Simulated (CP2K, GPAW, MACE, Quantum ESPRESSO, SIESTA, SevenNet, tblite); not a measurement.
# CP2K on random packing of Al77Si23 (at. %) (94 atoms): settings against a plane-wave reference, part 2 of 2

Wanted: CP2K inputs and outputs for random packing of Al77Si23 (at. %) (94 atoms), checked against a plane-wave reference.

Program: CP2K 2026.2; the method stands at each step. Banners, paths, timers and routine set-up lines are dropped from the logs unmarked, and long logs keep their key lines alone; longer cuts are marked.

So far. Step 2 (PBE, DZVP-UZH, 350/50 Ry, diagonalisation): Forces lie 2.9 % from the reference's, at 0.48 times its CPU time. Step 3 (PBE, TZVP-MOLOPT (SR for Al), 350/50 Ry …): Against the first run (2.9 %), the force difference from the reference is 2.3 %, at 0.64 times the CPU time, with 1598 basis functions against 1222; this set comes with other potentials too, so the change isn't the basis's alone.

### 4. PBE, TZV2P-UZH, 350/50 Ry, diagonalisation

Method: Kohn-Sham DFT, PBE, GTH-PBE pseudopotentials, Gaussian and plane waves, TZV2P-MOLOPT (UZH set), diagonalisation.

File input.inp:

```
&GLOBAL
  PROJECT cell
  RUN_TYPE ENERGY_FORCE
  PRINT_LEVEL LOW
&END GLOBAL
&FORCE_EVAL
  METHOD QS
  STRESS_TENSOR ANALYTICAL
  &DFT
    BASIS_SET_FILE_NAME BASIS_MOLOPT_UZH
    POTENTIAL_FILE_NAME POTENTIAL_UZH
    &MGRID
      CUTOFF 350
      REL_CUTOFF 50
    &END MGRID
    &QS
      EPS_DEFAULT 1.0E-12
    &END QS
    &SCF
      SCF_GUESS ATOMIC
      EPS_SCF 5.0E-06
      MAX_SCF 200
      ADDED_MOS 38
      &DIAGONALIZATION
        ALGORITHM STANDARD
      &END DIAGONALIZATION
      &SMEAR ON
        METHOD FERMI_DIRAC
        ELECTRONIC_TEMPERATURE [K] 580
      &END SMEAR
      &MIXING
        METHOD BROYDEN_MIXING
        ALPHA 0.15
        NBROYDEN 12
      &END MIXING
      &PRINT
        &RESTART OFF
        &END RESTART
      &END PRINT
    &END SCF
    &XC
      &XC_FUNCTIONAL PBE
      &END XC_FUNCTIONAL
    &END XC
    &PRINT
      &MULLIKEN ON
      &END MULLIKEN
      &HIRSHFELD ON
        SHAPE_FUNCTION DENSITY
      &END HIRSHFELD
      &MO ON
        EIGENVALUES T
        OCCUPATION_NUMBERS T
        MO_INDEX_RANGE 141 164
        &EACH
          QS_SCF 0
        &END EACH
        ADD_LAST NUMERIC
      &END MO
    &END PRINT
  &END DFT
  &SUBSYS
    &CELL
      A 11.95900 0.00000 0.00000
      B 0.00000 11.95900 0.00000
      C 0.00000 0.00000 11.95900
    &END CELL
    &COORD
      Al 9.78282 0.48589 1.54546
      Al 2.97301 10.71096 0.46855
      Al 4.99970 3.62561 9.59387
      Al 10.69075 1.52896 11.64902
      Al 7.95022 6.72490 7.93683
      Al 7.32190 2.37637 5.98105
      Al 8.34774 7.79428 3.88117
      Al 8.41088 10.42454 8.66800
      Al 10.22267 1.18669 4.37580
      Al 4.38537 7.45715 0.32134
      Al 8.04709 11.04318 2.42206
      Al 5.86087 9.02629 4.20275
      Al 5.12730 11.21383 3.66603
      Al 1.63515 6.70170 0.74505
      Al 6.74033 8.88721 1.38354
      Al 9.71633 4.14248 9.15880
      Al 6.56107 8.54554 8.68271
      Al 11.20869 6.22885 9.04280
      Al 1.19267 5.86445 4.75298
      Al 7.10532 0.18967 4.47434
[... 70 atom lines left out ...]
      Si 6.06824 0.14136 9.91234
      Si 2.21851 0.59771 8.05917
      Si 1.14292 8.80481 3.50590
      Si 11.47610 1.01903 8.73390
    &END COORD
    &KIND Al
      BASIS_SET TZV2P-MOLOPT-PBE-GTH-q3
      POTENTIAL GTH-PBE-q3
    &END KIND
    &KIND Si
      BASIS_SET TZV2P-MOLOPT-PBE-GTH-q4
      POTENTIAL GTH-PBE-q4
    &END KIND
  &END SUBSYS
  &PRINT
    &FORCES ON
    &END FORCES
    &STRESS_TENSOR ON
    &END STRESS_TENSOR
  &END PRINT
&END FORCE_EVAL
```

On the command line:

```sh
> OMP_NUM_THREADS=1 mpirun -np 4 cp2k.psmp -i input.inp > output.txt
```

Numbers of over 12 decimals in the logs are rounded to 6 here.

Log:

```text
CP2K| version string:                                       CP2K version 2026.2
 CP2K| Input file name                                                 input.inp
 GLOBAL| Basis set file name                                    BASIS_MOLOPT_UZH
 GLOBAL| Potential file name                                       POTENTIAL_UZH
 GLOBAL| Run type                                                   ENERGY_FORCE
 GLOBAL| Total number of message passing processes                             4
 GLOBAL| Number of threads for this process                                    1
[... lines left out ...]
                        Smear method:                                FERMI_DIRAC
[... lines left out ...]
 Number of electrons:                                                        304
[... lines left out ...]
  Step     Update method      Time    Convergence         Total energy    Change
[... lines left out ...]
  *** SCF run converged in    17 steps ***
[... lines left out ...]
  Fermi energy:                                                 0.214947
  Total energy:                                              -233.334469
  Total energy (extrapolated to T->0):                       -233.327363
[... lines left out ...]
 MO| E(Fermi):            0.214947 a.u.          5.849015 eV
[... lines left out ...]
     94       Si     2       4.000          4.010                        -0.010
  Total Charge                                                           -0.000
 !-----------------------------------------------------------------------------!
 ENERGY| Total FORCE_EVAL ( QS ) energy [hartree]           -233.334580
 FORCES| Atomic forces [hartree/bohr]
 FORCES|   Atom     x               y               z               |f|
 FORCES|      1 -7.46364014E-03  2.50900773E-02  4.64756381E-02   5.33404428E-02
 FORCES|      2  1.93032285E-02  4.45064851E-02  2.04864024E-02   5.26605595E-02
 FORCES|      3 -2.74451935E-02  4.81258061E-04 -8.34009839E-03   2.86884558E-02
[...]
FORCES|     93 -9.81360965E-03  1.22992749E-02  4.34248922E-02   4.61876646E-02
 FORCES|     94  6.38932141E-03  1.91694468E-04 -6.46947875E-03   9.09474189E-03
 FORCES| Sum    -3.81380983E-07  1.98783717E-07 -3.00869316E-07
 FORCES| Total atomic force                                       5.24870237E-07
 STRESS| Analytical stress tensor [bar]
 STRESS|                        x                   y                   z
 STRESS|      x        1.19641896311E+05  -2.35563896991E+03   9.45328143672E+03
 STRESS|      y       -2.35563896991E+03   1.45350547683E+05  -4.43762402244E+03
 STRESS|      z        9.45328143672E+03  -4.43762402244E+03   1.51636505719E+05
 STRESS| 1/3 Trace                                             1.38876316571E+05
```

Run time: 7.6 min. Hardware: 4 MPI ranks of Arm Neoverse V1, shared host; peak memory 4.9 GiB.

Compared with the plane-wave run:

```
r.m.s. force component                  : 1.444 eV/Å
r.m.s. difference of force components   : 32.57 meV/Å
longest difference of force vectors     : 146.3 meV/Å
force difference over r.m.s. force      : 2.212 %
slope of forces against the reference's : 0.9804
correlation of force components         : 1
pressure                                : 13.89 GPa
pressure difference                     : -0.7167 GPa
```

Against the first run (2.9 %), the force difference from the reference is 2.2 %, at 2.9 times the CPU time, with 2726 basis functions against 1222: the larger basis brings the forces nearer.

### 5. PBEsol, PBE potentials, DZVP-UZH, 350/50 Ry, diagonalisation

Method: Kohn-Sham DFT, PBEsol, GTH-PBE pseudopotentials, Gaussian and plane waves, DZVP-MOLOPT (UZH set), diagonalisation.

Edit input.inp of step 4 so:

```diff
@@ -41,3 +41,6 @@
     &XC
-      &XC_FUNCTIONAL PBE
+      &XC_FUNCTIONAL
+        &PBE
+          PARAMETRIZATION PBESOL
+        &END PBE
       &END XC_FUNCTIONAL
@@ -68,6 +71,31 @@
     &COORD
-[... 94 atom lines left out: the same atoms as in the first run ...]
+      SCALED
+      Al 0.81803 0.04063 0.12923
+      Al 0.24860 0.89564 0.03918
+      Al 0.41807 0.30317 0.80223
+      Al 0.89395 0.12785 0.97408
+      Al 0.66479 0.56233 0.66367
+      Al 0.61225 0.19871 0.50013
+      Al 0.69803 0.65175 0.32454
+      Al 0.70331 0.87169 0.72481
+      Al 0.85481 0.09923 0.36590
+      Al 0.36670 0.62356 0.02687
+      Al 0.67289 0.92342 0.20253
+      Al 0.49008 0.75477 0.35143
+      Al 0.42874 0.93769 0.30655
+      Al 0.13673 0.56039 0.06230
+      Al 0.56362 0.74314 0.11569
+      Al 0.81247 0.34639 0.76585
+      Al 0.54863 0.71457 0.72604
+      Al 0.93726 0.52085 0.75615
+      Al 0.09973 0.49038 0.39744
+      Al 0.59414 0.01586 0.37414
+[... 70 atom lines left out ...]
+      Si 0.50742 0.01182 0.82886
+      Si 0.18551 0.04998 0.67390
+      Si 0.09557 0.73625 0.29316
+      Si 0.95962 0.08521 0.73032
     &END COORD
     &KIND Al
-      BASIS_SET TZV2P-MOLOPT-PBE-GTH-q3
+      BASIS_SET DZVP-MOLOPT-PBE-GTH-q3
       POTENTIAL GTH-PBE-q3
@@ -75,3 +103,3 @@
     &KIND Si
-      BASIS_SET TZV2P-MOLOPT-PBE-GTH-q4
+      BASIS_SET DZVP-MOLOPT-PBE-GTH-q4
       POTENTIAL GTH-PBE-q4
```

Log:

```text
CP2K| version string:                                       CP2K version 2026.2
 CP2K| Input file name                                                 input.inp
 GLOBAL| Basis set file name                                    BASIS_MOLOPT_UZH
 GLOBAL| Potential file name                                       POTENTIAL_UZH
 GLOBAL| Run type                                                   ENERGY_FORCE
 GLOBAL| Total number of message passing processes                             4
 GLOBAL| Number of threads for this process                                    1
 TOTAL NUMBERS AND MAXIMUM NUMBERS
  Total number of            - Atomic kinds:                                   2
                             - Atoms:                                         94
[... lines left out ...]
                        Smear method:                                FERMI_DIRAC
[... lines left out ...]
 Number of electrons:                                                        304
[... lines left out ...]
  Step     Update method      Time    Convergence         Total energy    Change
[... lines left out ...]
  *** SCF run converged in    17 steps ***
[... lines left out ...]
  Fermi energy:                                                 0.216380
  Total energy:                                              -232.809340
  Total energy (extrapolated to T->0):                       -232.802083
[... lines left out ...]
 MO| E(Fermi):            0.216380 a.u.          5.888008 eV
[... lines left out ...]
 !-----------------------------------------------------------------------------!
 !-----------------------------------------------------------------------------!
                           Hirshfeld Charges
  #Atom  Element  Kind  Ref Charge     Population                    Net charge
      1       Al     1       3.000          3.092                        -0.092
      2       Al     1       3.000          2.988                         0.012
      3       Al     1       3.000          2.998                         0.002
[...]
93       Si     2       4.000          4.008                        -0.008
     94       Si     2       4.000          4.004                        -0.004
  Total Charge                                                           -0.000
 !-----------------------------------------------------------------------------!
 ENERGY| Total FORCE_EVAL ( QS ) energy [hartree]           -232.809400
 FORCES| Atomic forces [hartree/bohr]
 FORCES|   Atom     x               y               z               |f|
 FORCES|      1 -7.39907352E-03  2.58470907E-02  4.69810235E-02   5.41297973E-02
 FORCES|      2  1.99421134E-02  4.55176784E-02  2.11425839E-02   5.40051460E-02
 FORCES|      3 -2.80838797E-02 -4.79745022E-04 -9.17912097E-03   2.95498006E-02
[...]
FORCES|     93 -1.00049556E-02  1.24445870E-02  4.33439135E-02   4.61915763E-02
 FORCES|     94  6.00611855E-03  1.67835060E-04 -5.98732682E-03   8.48231756E-03
 FORCES| Sum    -4.45844456E-07  1.73940786E-07 -3.90878804E-07
 FORCES| Total atomic force                                       6.17914974E-07
 STRESS| Analytical stress tensor [bar]
 STRESS|                        x                   y                   z
 STRESS|      x        1.16819080184E+05  -2.30502020412E+03   1.00797150602E+04
 STRESS|      y       -2.30502020412E+03   1.43263550174E+05  -4.69139806270E+03
 STRESS|      z        1.00797150602E+04  -4.69139806270E+03   1.50042574304E+05
 STRESS| 1/3 Trace                                             1.36708401554E+05
```

Elapsed: 2.6 min, on 4 MPI ranks; peak memory 3.6 GiB; 10 min of CPU time.

Compared with the plane-wave run:

- r.m.s. force component: 1.474 eV/Å
- r.m.s. difference of force components: 26.25 meV/Å
- longest difference of force vectors: 78.6 meV/Å
- force difference over r.m.s. force: 1.782 %
- slope of forces against the reference's: 1.001
- correlation of force components: 0.9998
- pressure: 13.67 GPa
- pressure difference: -0.9335 GPa

Against the first run (2.9 %), the force difference from the reference is 1.8 %, at 0.98 times the CPU time; another functional landing nearer a PBE reference means that errors partly cancel.

### 6. PBE, DZVP-UZH, 122/50 Ry, diagonalisation

Method: Kohn-Sham DFT, PBE, GTH-PBE pseudopotentials, Gaussian and plane waves, DZVP-MOLOPT (UZH set), diagonalisation.

Edit input.inp of step 5 so:

```diff
@@ -12,3 +12,3 @@
     &MGRID
-      CUTOFF 350
+      CUTOFF 122
       REL_CUTOFF 50
@@ -41,6 +41,3 @@
     &XC
-      &XC_FUNCTIONAL
-        &PBE
-          PARAMETRIZATION PBESOL
-        &END PBE
+      &XC_FUNCTIONAL PBE
       &END XC_FUNCTIONAL
@@ -70,6 +67,6 @@
     &END CELL
-    &COORD
-      SCALED
-[... 94 atom lines left out: the same atoms as in the first run ...]
-    &END COORD
+    &TOPOLOGY
+      COORD_FILE_NAME structure.xyz
+      COORD_FILE_FORMAT XYZ
+    &END TOPOLOGY
     &KIND Al
```

File structure.xyz:

```xyz
94

[... 94 atom lines left out: the same atoms as in the first run ...]
```

On the command line:

```sh
> OMP_NUM_THREADS=2 cp2k.psmp -i input.inp > output.txt
```

Log:

```text
CP2K| version string:                                       CP2K version 2026.2
 CP2K| Input file name                                                 input.inp
 GLOBAL| Basis set file name                                    BASIS_MOLOPT_UZH
 GLOBAL| Potential file name                                       POTENTIAL_UZH
[... lines left out ...]
 Number of electrons:                                                        304
[... lines left out ...]
  Step     Update method      Time    Convergence         Total energy    Change
[... lines left out ...]
  *** SCF run converged in    17 steps ***
[... lines left out ...]
  Fermi energy:                                                 0.216239
  Total energy:                                              -233.135290
  Total energy (extrapolated to T->0):                       -233.128184
[... lines left out ...]
 MO| E(Fermi):            0.216239 a.u.          5.884165 eV
[... lines left out ...]
 ENERGY| Total FORCE_EVAL ( QS ) energy [hartree]           -233.135395
[... lines left out ...]
 FORCES|      1 -7.81078972E-03  2.52758246E-02  4.57738575E-02   5.28689112E-02
 FORCES|      2  1.93501005E-02  4.46023048E-02  2.06716186E-02   5.28309360E-02
 FORCES|      3 -2.72689152E-02  4.63642928E-04 -8.20972828E-03   2.84817194E-02
[...]
FORCES|     93 -9.43768061E-03  1.23307550E-02  4.25940121E-02   4.53361578E-02
 FORCES|     94  6.01321887E-03  3.83993378E-04 -6.31368673E-03   8.72747914E-03
 FORCES| Sum    -5.90858536E-06 -1.75087760E-05  8.22438557E-07
 FORCES| Total atomic force                                       1.84971626E-05
 STRESS| Analytical stress tensor [bar]
 STRESS|                        x                   y                   z
 STRESS|      x        1.20618463159E+05  -2.42018402213E+03   9.54874678997E+03
 STRESS|      y       -2.42018402213E+03   1.46402450965E+05  -4.52234054829E+03
 STRESS|      z        9.54874678997E+03  -4.52234054829E+03   1.52600355718E+05
 STRESS| 1/3 Trace                                             1.39873756614E+05
```

Wall time 5.2 min (2 threads); peak memory 0.85 GiB.

Numbers from this run, and their distance from the reference:

```
r.m.s. force component                          : 1.436 eV/Å
r.m.s. difference of force components           : 42.08 meV/Å
longest difference of force vectors             : 187.7 meV/Å
force difference over r.m.s. force              : 2.857 %
slope of forces against the reference's         : 0.9753
correlation of force components                 : 0.9999
pressure                                        : 13.99 GPa
pressure difference                             : -0.6169 GPa
energy less the same-level run's                : 0.0003 meV/atom
r.m.s. force difference from the same-level run : 0.055 meV/Å
```

This is a coarse setting, run to see what it loses.

Against the first run (2.9 %), the force difference from the reference is 2.9 %, at 0.96 times the CPU time (on 2 against 4 cores): the change moves forces by 0.055 meV/Å r.m.s., so most of the difference comes from elsewhere.

### 7. Side by side

Differences are against the plane-wave reference, forces as r.m.s. over components; share is that over the reference's r.m.s. force, slope the least-squares factor from reference forces to these. Total energies of different programs have different zeros and aren't compared.

```csv
run,"Δ force, r.m.s. (meV/Å)",share (%),slope,Δ pressure (GPa),cores,CPU time,memory (GiB)
reference,-,-,-,-,4,22 min,5.4
"CP2K PBE, DZVP-UZH, 350/50 Ry, diagonalisation",42.1,2.86,0.975,-0.617,4,11 min,3.6
"CP2K PBE, TZVP-MOLOPT (SR for Al), 350/50 Ry, diagonalisation",34.4,2.34,0.980,-0.490,4,6.8 min,3.5
"CP2K PBE, TZV2P-UZH, 350/50 Ry, diagonalisation",32.6,2.21,0.980,-0.717,4,30 min,4.9
"CP2K PBEsol, PBE potentials, DZVP-UZH, 350/50 Ry, diagonalisation",26.3,1.78,1.001,-0.933,4,10 min,3.6
"CP2K PBE, DZVP-UZH, 122/50 Ry, diagonalisation (coarse)",42.1,2.86,0.975,-0.617,2,10 min,0.85
```

Rows marked coarse were listed beforehand as settings not expected to be converged; some can still land near the reference.

CPU time is summed over cores on a shared host, where runs went side by side, so it is rough. Symmetry, cutoffs, thresholds, outputs and thread counts weren't matched or tuned between programs; memory under MPI is the largest rank's times the ranks.

Mean charges by element (e), by run and scheme:

```csv
run,scheme,Al,Si
"CP2K PBE, DZVP-UZH, 350/50 Ry, diagonalisation",Mulliken,-0.03,+0.11
"CP2K PBE, DZVP-UZH, 350/50 Ry, diagonalisation",Hirshfeld,+0.01,-0.04
"CP2K PBE, TZVP-MOLOPT (SR for Al), 350/50 Ry, diagonalisation",Mulliken,0.00,-0.01
"CP2K PBE, TZVP-MOLOPT (SR for Al), 350/50 Ry, diagonalisation",Hirshfeld,+0.01,-0.04
"CP2K PBE, TZV2P-UZH, 350/50 Ry, diagonalisation",Mulliken,-0.01,+0.04
"CP2K PBE, TZV2P-UZH, 350/50 Ry, diagonalisation",Hirshfeld,+0.01,-0.04
"CP2K PBEsol, PBE potentials, DZVP-UZH, 350/50 Ry, diagonalisation",Mulliken,-0.04,+0.12
"CP2K PBEsol, PBE potentials, DZVP-UZH, 350/50 Ry, diagonalisation",Hirshfeld,+0.01,-0.03
```

Within one program, basis, potentials and functional, energies share a zero. Each run against its twin at the usual cutoff or grid and solver:

```csv
run,twin,Δ energy (meV/atom),"Δ force, r.m.s. (meV/Å)",CPU time over the twin's
"CP2K PBE, DZVP-UZH, 122/50 Ry, diagonalisation","DZVP-UZH, 350/50 Ry, diagonalisation",3.0e-4,0.055,0.96 (this twin ran on 4 cores)
```

### 8. Summary of results

```yaml
nearest_in_forces: CP2K PBEsol, PBE potentials, DZVP-UZH, 350/50 Ry, diagonalisation, 1.8 %
its_cpu_time: 10 min
```

**Reading.** The PBE runs in local orbitals, coarse settings apart, differ by 2.2 % (CP2K PBE, TZV2P-UZH, 350/50 Ry, diagonalisation) to 2.9 % (CP2K PBE, DZVP-UZH, 350/50 Ry, diagonalisation); basis, grid and potentials can all enter. Rows with another functional or a dispersion term differ by 1.8 % (CP2K PBEsol, PBE potentials, DZVP-UZH, 350/50 Ry, diagonalisation), which mixes the change of model with differences of basis and potentials, some of them made for another functional. Runs with settings chosen to be coarse differ by 2.9 % (CP2K PBE, DZVP-UZH, 122/50 Ry, diagonalisation), their programs' other errors included. Of the electronic-structure runs that take under half the reference's CPU time, CP2K PBEsol, PBE potentials, DZVP-UZH, 350/50 Ry, diagonalisation comes nearest, at 1.8 % in 10 min against 22 min. Charges hang on scheme and program or settings: among these rows the mean for Si runs from -0.04 to +0.12 e. The reference's pressure holds the uncorrected Pulay stress of its 45 Ry basis, so small pressure differences, and their order, may be the reference's own error. The reference's stress is far from hydrostatic: its diagonal is 12.7, 15.3, 15.9 GPa, compression counted positive. The reference's pressure of 15 GPa belongs to a cell and atoms that aren't relaxed at this level. The electronic-structure runs sample only Γ, in a cell whose shortest periodic width is 12 Å, which is coarse for a cell with partly filled levels.

[Also dropped from logs without a mark: logging warnings of Python, and SIESTA's first energy breakdown and zero terms.]

[Logs are printed without paths, hosts, clocks, repeated set-up lines and the standing remarks that a program may print on its own settings, such as how far it seeks lower states.]

[Hosts, paths, dates, database ids (printed as entryN), source tags and the programs' standing remarks are cut or masked in the printed files.]
